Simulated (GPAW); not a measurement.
## Settings that the conductance of H2 in line between two Sb chains needs

How do the numerical settings move the conductance of H2 in line between two Sb chains?

Method: GPAW LCAO, PAW setups; Landauer transmission from Green's functions with principal layers (ASE), zero bias, in GPAW 26.7.0.

## (1) The structure

The cell holds 10 atoms: 8 Sb and 2 H. Its edges and angles: a = 9.000 Å, b = 9.000 Å, c = 23.343 Å, α = 90.0°, β = 90.0°, γ = 90.0°. Regions: left lead, 4 atoms (4 Sb); channel, 2 atoms (2 H); right lead, 4 atoms (4 Sb). Vacuum lies along a and b. The structure is stacked along c, and the current runs across the ab planes.

## (2) Base settings

All settings start at ordinary values; they are then varied in turn, with meshes following the cell where its length changes.

File run.py:

```python
import json
import numpy as np
from ase import Atoms
from ase.transport.calculators import TransportCalculator
from gpaw import GPAW, FermiDirac
from gpaw.lcao.tools import get_lcao_hamiltonian
from scipy.linalg import eigh

# The junction with lead layers at both ends, along the third cell vector
device = Atoms(
    ['Sb', 'Sb', 'Sb', 'Sb', 'H', 'H', 'Sb', 'Sb', 'Sb', 'Sb'],
    positions=[
        [4.50000, 4.50000, 1.37500],
        [4.50000, 4.50000, 4.12500],
        [4.50000, 4.50000, 6.87500],
        [4.50000, 4.50000, 9.62500],
        [4.50000, 4.50000, 11.24650],
        [4.50000, 4.50000, 12.09650],
        [4.50000, 4.50000, 13.71800],
        [4.50000, 4.50000, 16.46800],
        [4.50000, 4.50000, 19.21800],
        [4.50000, 4.50000, 21.96800]],
    cell=[[9.0, 0.0, 0.0], [0.0, 9.0, 0.0], [0.0, 0.0, 23.343]],
    pbc=True)

# One principal layer of the lead: the first 2 atoms of the device
lead = Atoms(
    ['Sb', 'Sb'],
    positions=[
        [4.50000, 4.50000, 1.37500],
        [4.50000, 4.50000, 4.12500]],
    cell=[[9.0, 0.0, 0.0], [0.0, 9.0, 0.0], [0.0, 0.0, 5.5]],
    pbc=True)

settings = dict(mode='lcao', basis='dzp', xc='PBE', h=0.2,
                occupations=FermiDirac(0.1), maxiter=250,
                mixer=dict(beta=0.1, nmaxold=8, weight=100.0),
                convergence=dict(density=0.0001))
energies = np.arange(-2, 2 + 1e-9, 0.05)
eta = 0.0001
n1, n2 = 1, 1
# k and -k transmit alike, so half of the mesh across the current serves
mesh = [(i, j) for i in range(n1) for j in range(n2) if (i, j) <= (-i % n1, -j % n2)]
weights = np.array([1 if (i, j) == (-i % n1, -j % n2) else 2 for i, j in mesh]) / (n1 * n2)

# [... helper functions left out ...]
fermi_lead = ground_state(lead, (1, 1, 20), 'lead.txt')
fermi_device = ground_state(device, (1, 1, 3), 'device.txt')
# [... loop over the mesh left out, but for ...]
        # Shift the lead onto the potential of the device's first layer
        shift = ((H[:, 0, 0] - H0[:, 0, 0]) / S0[0, 0]).real.mean()
# [...]
kT = 8.617333e-5 * 200
bias = [0.1, 0.2, 0.5, 1.0, 1.5, 2.0]
# [... integrals and printing left out ...]
```

Command:

```sh
$ OMP_NUM_THREADS=1 OPENBLAS_NUM_THREADS=1 python run.py
```

Log:

```text
basis functions: device 194, principal layer 46
Fermi level: lead -3.1685 eV, device -3.1676 eV; lead shifted by -0.0695 eV
largest coupling past the next layer 7.84e-05 eV, largest misfit of the first layer 0.130 eV
  E-E_F (eV)   T (one spin)  [channel counts left out]
    -2.000    9.9762e-01
    -1.950    9.9731e-01
    -1.900    9.9699e-01
    -1.850    9.9666e-01
    -1.800    9.9632e-01
    -1.750    9.9599e-01
    -1.700    9.9565e-01
    -1.650    9.9639e-01
    -1.600    1.0058e+00
    -1.550    1.0283e+00
    -1.500    1.0656e+00
    -1.450    1.1082e+00
    -1.400    1.1423e+00
    -1.350    1.1620e+00
    -1.300    1.1704e+00
    -1.250    1.1729e+00
[...]
1.650    1.0912e+00
     1.700    1.0794e+00
     1.750    1.0659e+00
     1.800    1.0495e+00
     1.850    1.0281e+00
     1.900    9.9817e-01
     1.950    9.8271e-01
     2.000    9.8262e-01
conductance at 200 K: 1.5717 G0 a cell; thermopower -0.1948 uV/K
current from the zero-bias T(E) at 0.1 V: 12.173 uA
current from the zero-bias T(E) at 0.2 V: 24.32 uA
current from the zero-bias T(E) at 0.5 V: 60.353 uA
current from the zero-bias T(E) at 1.0 V: 117.8 uA
current from the zero-bias T(E) at 1.5 V: 170.82 uA
current from the zero-bias T(E) at 2.0 V: 219.78 uA
```

Elapsed: 21 s, on 1 thread of Arm Neoverse V2, shared host; peak memory 0.77 GiB.

This step gave:

```yaml
conductance: 1.572 G₀
largest_coupling_past_the_next_principal_layer: 7.84e-5 eV
largest_misfit_of_the_first_principal_layer: 0.1300 eV
shift_that_aligns_the_lead: -0.06947 eV
basis_functions_of_the_junction: 194
basis_functions_of_a_principal_layer: 46
transmission_at_the_fermi_level_one_spin: 1.573
```

One spin. Transmission, zone mean against energy, zero at the Fermi level:

energy (eV), transmission, zone mean and a bar from the least value:
```
    -2.00       1.00 #
    -1.90       1.00 #
    -1.80       1.00 #
    -1.70       1.00 #
    -1.55       1.03 ##
    -1.45       1.11 ######
    -1.35       1.16 #########
    -1.25       1.17 ##########
    -1.15       1.17 ##########
    -1.05       1.18 ##########
    -0.90       1.21 ############
    -0.80       1.25 #############
    -0.70       1.29 ################
    -0.60       1.34 ##################
    -0.50       1.39 #####################
    -0.40       1.45 ########################
    -0.25       1.52 ###########################
    -0.15       1.55 #############################
    -0.05       1.57 ##############################
     0.00       1.57 ##############################
     0.05       1.57 ##############################
     0.15       1.57 ##############################
     0.25       1.55 #############################
     0.40       1.50 ##########################
     0.50       1.46 ########################
     0.60       1.42 ######################
     0.70       1.38 ####################
     0.80       1.33 ##################
     0.90       1.29 ################
     1.05       1.24 #############
     1.15       1.21 ###########
     1.25       1.18 ##########
     1.35       1.15 #########
     1.45       1.13 ########
     1.55       1.11 #######
     1.70       1.08 #####
     1.80       1.05 ###
     1.90       1.00 #
     2.00       0.98
```

Not self-consistent under bias; the bias window is split evenly. Table of current through one cell, from the zero-bias transmission by bias:

| bias (V) | current through one cell, from the zero-bias transmission (μA) |
| --- | --- |
| 0.100 | 12.2 |
| 0.200 | 24.3 |
| 0.500 | 60.4 |
| 1.000 | 118 |
| 1.500 | 171 |
| 2.000 | 220 |

Couplings past the next layer reach 7.8e-5 eV, small enough to drop; the matrix elements of the cell's first layer differ from the bulk lead's by up to 0.13 eV. That layer keeps its own values in the calculation, and only beyond it is the lead taken as perfect. The Fermi levels of lead and junction count from different zeros of potential, one for each periodic cell; with both set to zero, the small remaining shift is what aligns them. By hand: G = 1.572 × 77.48 μS = 122 μS, a resistance of 8.21 kΩ; at 0.1 V a linear junction would pass 12.2 μA, and the integral over the bias window gives 12.2 μA.

## (3) K-points along the lead: lead_nz = 2

The lead's own mesh along the current sets its density and potential; where the lead is aligned to the junction's end layer, a rigid shift drops out.

run.py, as its differences from that of step 2:

```diff
@@ -46,3 +46,3 @@
 # [... helper functions left out ...]
-fermi_lead = ground_state(lead, (1, 1, 20), 'lead.txt')
+fermi_lead = ground_state(lead, (1, 1, 2), 'lead.txt')
 fermi_device = ground_state(device, (1, 1, 3), 'device.txt')
```

Log:

```text
basis functions: device 194, principal layer 46
Fermi level: lead -3.5834 eV, device -3.1676 eV; lead shifted by -0.1615 eV
largest coupling past the next layer 7.85e-05 eV, largest misfit of the first layer 0.286 eV
  E-E_F (eV)   T (one spin)  [channel counts left out]
    -2.000    9.9096e-01
    -1.950    9.9069e-01
    -1.900    9.9050e-01
    -1.850    9.9039e-01
    -1.800    9.9037e-01
    -1.750    9.9042e-01
    -1.700    9.9053e-01
    -1.650    9.9070e-01
    -1.600    9.9092e-01
    -1.550    9.9118e-01
    -1.500    1.0682e+00
    -1.450    1.0577e+00
    -1.400    1.0679e+00
    -1.350    1.0884e+00
    -1.300    1.1170e+00
    -1.250    1.1510e+00
[...]
1.650    1.0516e+00
     1.700    1.0329e+00
     1.750    1.0173e+00
     1.800    1.0047e+00
     1.850    9.9501e-01
     1.900    9.8778e-01
     1.950    9.8176e-01
     2.000    9.7869e-01
conductance at 200 K: 1.6615 G0 a cell; thermopower -0.1344 uV/K
current from the zero-bias T(E) at 0.1 V: 12.86 uA
current from the zero-bias T(E) at 0.2 V: 25.637 uA
current from the zero-bias T(E) at 0.5 V: 62.796 uA
current from the zero-bias T(E) at 1.0 V: 119.19 uA
current from the zero-bias T(E) at 1.5 V: 170.27 uA
current from the zero-bias T(E) at 2.0 V: 219.34 uA
```

Wall time 20 s (1 thread); peak memory 0.77 GiB.

This step gave:

```yaml
conductance: 1.662 G₀
largest_coupling_past_the_next_principal_layer: 7.85e-5 eV
largest_misfit_of_the_first_principal_layer: 0.2862 eV
shift_that_aligns_the_lead: -0.1615 eV
transmission_at_the_fermi_level_one_spin: 1.665
```

One spin. Table of transmission, zone mean by energy, zero at the Fermi level:

energy (eV), transmission, zone mean and a bar from the least value:
```
    -2.00       0.99 #
    -1.85       0.99 #
    -1.70       0.99 #
    -1.60       0.99 #
    -1.45       1.06 ###
    -1.30       1.12 ######
    -1.15       1.22 ##########
    -1.05       1.25 ############
    -0.90       1.25 ############
    -0.75       1.25 ############
    -0.60       1.29 ##############
    -0.50       1.34 ################
    -0.35       1.45 ####################
    -0.20       1.57 ##########################
    -0.05       1.66 ##############################
     0.00       1.66 ##############################
     0.05       1.66 ##############################
     0.20       1.60 ###########################
     0.35       1.50 #######################
     0.50       1.40 ###################
     0.60       1.36 #################
     0.75       1.31 ##############
     0.90       1.28 #############
     1.05       1.26 ############
     1.15       1.24 ############
     1.30       1.21 ##########
     1.45       1.15 #######
     1.60       1.07 ####
     1.70       1.03 ##
     1.85       1.00 #
     2.00       0.98
```

Not self-consistent under bias; the bias window is split evenly. The current through one cell, from the zero-bias transmission by bias:

| bias (V) | current through one cell, from the zero-bias transmission (μA) |
| --- | --- |
| 0.100 | 12.9 |
| 0.200 | 25.6 |
| 0.500 | 62.8 |
| 1.000 | 119 |
| 1.500 | 170 |
| 2.000 | 219 |

The conductance, 1.66 G₀, lies 5.7 % above that of the base run. The first layer now differs from the lead by 0.29 eV after a shift of -0.16 eV, a far poorer match of lead and junction than at the start, whatever the conductance shows.

## (4) Varying the k-points along the lead: lead_nz = 4

run.py, as its differences from that of step 3:

```diff
@@ -46,3 +46,3 @@
 # [... helper functions left out ...]
-fermi_lead = ground_state(lead, (1, 1, 2), 'lead.txt')
+fermi_lead = ground_state(lead, (1, 1, 4), 'lead.txt')
 fermi_device = ground_state(device, (1, 1, 3), 'device.txt')
```

Log:

```text
basis functions: device 194, principal layer 46
Fermi level: lead -3.3846 eV, device -3.1676 eV; lead shifted by -0.2979 eV
largest coupling past the next layer 7.84e-05 eV, largest misfit of the first layer 0.134 eV
  E-E_F (eV)   T (one spin)  [channel counts left out]
    -2.000    9.9774e-01
    -1.950    9.9743e-01
    -1.900    9.9711e-01
    -1.850    9.9678e-01
    -1.800    9.9645e-01
    -1.750    9.9611e-01
    -1.700    9.9576e-01
    -1.650    9.9669e-01
    -1.600    1.0054e+00
    -1.550    1.0271e+00
    -1.500    1.0648e+00
    -1.450    1.1093e+00
    -1.400    1.1448e+00
    -1.350    1.1646e+00
    -1.300    1.1721e+00
    -1.250    1.1734e+00
[...]
1.650    1.0929e+00
     1.700    1.0818e+00
     1.750    1.0688e+00
     1.800    1.0525e+00
     1.850    1.0301e+00
     1.900    9.9622e-01
     1.950    9.8290e-01
     2.000    9.8279e-01
conductance at 200 K: 1.5687 G0 a cell; thermopower -0.1971 uV/K
current from the zero-bias T(E) at 0.1 V: 12.15 uA
current from the zero-bias T(E) at 0.2 V: 24.276 uA
current from the zero-bias T(E) at 0.5 V: 60.269 uA
current from the zero-bias T(E) at 1.0 V: 117.75 uA
current from the zero-bias T(E) at 1.5 V: 170.84 uA
current from the zero-bias T(E) at 2.0 V: 219.8 uA
```

It took 20 s on 1 thread; peak memory 0.77 GiB.

This step gave:

```
conductance                                    : 1.569 G₀
largest coupling past the next principal layer : 7.84e-5 eV
largest misfit of the first principal layer    : 0.1339 eV
shift that aligns the lead                     : -0.2979 eV
transmission at the Fermi level (one spin)     : 1.570
```

One spin. Transmission, zone mean against energy, zero at the Fermi level:

energy (eV), transmission, zone mean and a bar from the least value:
```
    -2.00       1.00 #
    -1.90       1.00 #
    -1.80       1.00 #
    -1.70       1.00 #
    -1.55       1.03 ##
    -1.45       1.11 ######
    -1.35       1.16 #########
    -1.25       1.17 ##########
    -1.15       1.17 ##########
    -1.05       1.18 ##########
    -0.90       1.21 ############
    -0.80       1.25 #############
    -0.70       1.29 ################
    -0.60       1.34 ##################
    -0.50       1.40 #####################
    -0.40       1.45 ########################
    -0.25       1.51 ###########################
    -0.15       1.55 #############################
    -0.05       1.56 ##############################
     0.00       1.57 ##############################
     0.05       1.57 ##############################
     0.15       1.57 ##############################
     0.25       1.55 #############################
     0.40       1.50 ###########################
     0.50       1.47 #########################
     0.60       1.42 ######################
     0.70       1.38 ####################
     0.80       1.33 ##################
     0.90       1.29 ################
     1.05       1.24 #############
     1.15       1.21 ###########
     1.25       1.18 ##########
     1.35       1.15 #########
     1.45       1.13 ########
     1.55       1.11 #######
     1.70       1.08 #####
     1.80       1.05 ####
     1.90       1.00 #
     2.00       0.98
```

Not self-consistent under bias; the bias window is split evenly. Current through one cell, from the zero-bias transmission against bias:

| bias (V) | current through one cell, from the zero-bias transmission (μA) |
| --- | --- |
| 0.100 | 12.2 |
| 0.200 | 24.3 |
| 0.500 | 60.3 |
| 1.000 | 118 |
| 1.500 | 171 |
| 2.000 | 220 |

The conductance equals that of the base run to 0.2 %.

## (5) K-points along the lead: lead_nz = 8

run.py, as its differences from that of step 4:

```diff
@@ -46,3 +46,3 @@
 # [... helper functions left out ...]
-fermi_lead = ground_state(lead, (1, 1, 4), 'lead.txt')
+fermi_lead = ground_state(lead, (1, 1, 8), 'lead.txt')
 fermi_device = ground_state(device, (1, 1, 3), 'device.txt')
```

Log:

```text
basis functions: device 194, principal layer 46
Fermi level: lead -3.1112 eV, device -3.1676 eV; lead shifted by 0.0138 eV
largest coupling past the next layer 7.84e-05 eV, largest misfit of the first layer 0.122 eV
  E-E_F (eV)   T (one spin)  [channel counts left out]
    -2.000    9.9729e-01
    -1.950    9.9696e-01
    -1.900    9.9664e-01
[...]
1.950    9.8219e-01
     2.000    9.8222e-01
conductance at 200 K: 1.5784 G0 a cell; thermopower -0.191 uV/K
current from the zero-bias T(E) at 0.1 V: 12.225 uA
current from the zero-bias T(E) at 0.2 V: 24.419 uA
current from the zero-bias T(E) at 0.5 V: 60.541 uA
current from the zero-bias T(E) at 1.0 V: 117.91 uA
current from the zero-bias T(E) at 1.5 V: 170.77 uA
current from the zero-bias T(E) at 2.0 V: 219.74 uA
```

Run time: 21 s. Hardware: 1 thread; peak memory 0.77 GiB.

The conductance, 1.58 G₀, lies 0.4 % above that of the base run.

## (6) K-points along the lead: lead_nz = 30

run.py, as its differences from that of step 5:

```diff
@@ -46,3 +46,3 @@
 # [... helper functions left out ...]
-fermi_lead = ground_state(lead, (1, 1, 8), 'lead.txt')
+fermi_lead = ground_state(lead, (1, 1, 30), 'lead.txt')
 fermi_device = ground_state(device, (1, 1, 3), 'device.txt')
```

Log:

```text
basis functions: device 194, principal layer 46
Fermi level: lead -3.1641 eV, device -3.1676 eV; lead shifted by -0.0550 eV
largest coupling past the next layer 7.84e-05 eV, largest misfit of the first layer 0.126 eV
  E-E_F (eV)   T (one spin)  [channel counts left out]
    -2.000    9.9749e-01
    -1.950    9.9717e-01
    -1.900    9.9685e-01
[...]
1.950    9.8250e-01
     2.000    9.8246e-01
conductance at 200 K: 1.5744 G0 a cell; thermopower -0.1934 uV/K
current from the zero-bias T(E) at 0.1 V: 12.193 uA
current from the zero-bias T(E) at 0.2 V: 24.359 uA
current from the zero-bias T(E) at 0.5 V: 60.427 uA
current from the zero-bias T(E) at 1.0 V: 117.84 uA
current from the zero-bias T(E) at 1.5 V: 170.8 uA
current from the zero-bias T(E) at 2.0 V: 219.77 uA
```

Run time: 22 s. Hardware: 1 thread; peak memory 0.78 GiB.

One spin. Transmission, zone mean against energy, zero at the Fermi level:

| energy (eV) | transmission, zone mean |
| --- | --- |
| -2.000 | 0.997 |
| -1.800 | 0.996 |
| -1.600 | 1.01 |
| -1.400 | 1.14 |
| -1.200 | 1.17 |
| -1.000 | 1.19 |
| -0.800 | 1.25 |
| -0.600 | 1.34 |
| -0.400 | 1.45 |
| -0.200 | 1.53 |
| 0.000 | 1.58 |
| 0.050 | 1.58 |
| 0.200 | 1.56 |
| 0.400 | 1.50 |
| 0.600 | 1.42 |
| 0.800 | 1.33 |
| 1.000 | 1.26 |
| 1.200 | 1.19 |
| 1.400 | 1.14 |
| 1.600 | 1.10 |
| 1.800 | 1.05 |
| 2.000 | 0.982 |

The conductance equals that of the base run to 0.2 %.

## (7) Convergence in the k-points along the lead

The runs and the base run on one axis.

This step: convergence of the conductance (GPAW 26.7.0).

Conductance against k-points along the lead:

| k-points along the lead | conductance (G₀) |
| --- | --- |
| 2.0 | 1.66 |
| 4.0 | 1.57 |
| 8.0 | 1.58 |
| 20.0 | 1.57 |
| 30.0 | 1.57 |

## (8) Smearing: width = 0.01

Smearing helps the SCF of a metal converge, but it blurs occupations at band edges near the Fermi level.

This step: GPAW LCAO, PAW setups; Landauer transmission from Green's functions with principal layers (ASE), zero bias (GPAW 26.7.0).

run.py, as its differences from that of step 6:

```diff
@@ -35,3 +35,3 @@
 settings = dict(mode='lcao', basis='dzp', xc='PBE', h=0.2,
-                occupations=FermiDirac(0.1), maxiter=250,
+                occupations=FermiDirac(0.01), maxiter=250,
                 mixer=dict(beta=0.1, nmaxold=8, weight=100.0),
@@ -46,3 +46,3 @@
 # [... helper functions left out ...]
-fermi_lead = ground_state(lead, (1, 1, 30), 'lead.txt')
+fermi_lead = ground_state(lead, (1, 1, 20), 'lead.txt')
 fermi_device = ground_state(device, (1, 1, 3), 'device.txt')
```

Log:

```text
basis functions: device 194, principal layer 46
Fermi level: lead -3.2318 eV, device -3.1917 eV; lead shifted by -0.1430 eV
largest coupling past the next layer 7.84e-05 eV, largest misfit of the first layer 0.147 eV
  E-E_F (eV)   T (one spin)  [channel counts left out]
    -2.000    9.9783e-01
    -1.950    9.9751e-01
    -1.900    9.9718e-01
    -1.850    9.9684e-01
    -1.800    9.9649e-01
    -1.750    9.9613e-01
    -1.700    9.9577e-01
    -1.650    9.9622e-01
    -1.600    1.0021e+00
    -1.550    1.0190e+00
    -1.500    1.0530e+00
    -1.450    1.0995e+00
    -1.400    1.1407e+00
    -1.350    1.1645e+00
    -1.300    1.1727e+00
    -1.250    1.1728e+00
[...]
1.650    1.0987e+00
     1.700    1.0893e+00
     1.750    1.0780e+00
     1.800    1.0630e+00
     1.850    1.0403e+00
     1.900    1.0005e+00
     1.950    9.8266e-01
     2.000    9.8252e-01
conductance at 200 K: 1.5655 G0 a cell; thermopower -0.3304 uV/K
current from the zero-bias T(E) at 0.1 V: 12.126 uA
current from the zero-bias T(E) at 0.2 V: 24.229 uA
current from the zero-bias T(E) at 0.5 V: 60.181 uA
current from the zero-bias T(E) at 1.0 V: 117.71 uA
current from the zero-bias T(E) at 1.5 V: 170.88 uA
current from the zero-bias T(E) at 2.0 V: 219.82 uA
```

Wall time 21 s (1 thread); peak memory 0.77 GiB.

Numbers from this step:

* conductance: 1.565 G₀
* largest misfit of the first principal layer: 0.1472 eV
* shift that aligns the lead: -0.1430 eV
* transmission at the Fermi level (one spin): 1.566

One spin. Transmission, zone mean against energy, zero at the Fermi level:

| energy (eV) | transmission, zone mean |
| --- | --- |
| -2.00 | 0.998 |
| -1.85 | 0.997 |
| -1.70 | 0.996 |
| -1.60 | 1.00 |
| -1.45 | 1.10 |
| -1.30 | 1.17 |
| -1.15 | 1.17 |
| -1.05 | 1.17 |
| -0.90 | 1.20 |
| -0.75 | 1.26 |
| -0.60 | 1.33 |
| -0.50 | 1.38 |
| -0.35 | 1.46 |
| -0.20 | 1.52 |
| -0.05 | 1.56 |
| 0.00 | 1.57 |
| 0.05 | 1.57 |
| 0.10 | 1.57 |
| 0.20 | 1.56 |
| 0.35 | 1.53 |
| 0.50 | 1.48 |
| 0.60 | 1.44 |
| 0.75 | 1.37 |
| 0.90 | 1.30 |
| 1.05 | 1.24 |
| 1.15 | 1.21 |
| 1.30 | 1.17 |
| 1.45 | 1.13 |
| 1.60 | 1.11 |
| 1.70 | 1.09 |
| 1.85 | 1.04 |
| 2.00 | 0.983 |

Not self-consistent under bias; the bias window is split evenly. The current through one cell, from the zero-bias transmission by bias:

| bias (V) | current through one cell, from the zero-bias transmission (μA) |
| --- | --- |
| 0.100 | 12.1 |
| 0.200 | 24.2 |
| 0.500 | 60.2 |
| 1.000 | 118 |
| 1.500 | 171 |
| 2.000 | 220 |

The conductance, 1.57 G₀, lies 0.4 % below that of the base run.

[end of part 1 of 3]

[Logs are printed without paths, hosts, clocks, repeated set-up lines and the standing remarks that a program may print on its own settings, such as how far it seeks lower states.]

[Hosts, paths, dates, database ids (printed as entryN), source tags and the programs' standing remarks are cut or masked in the printed files.]
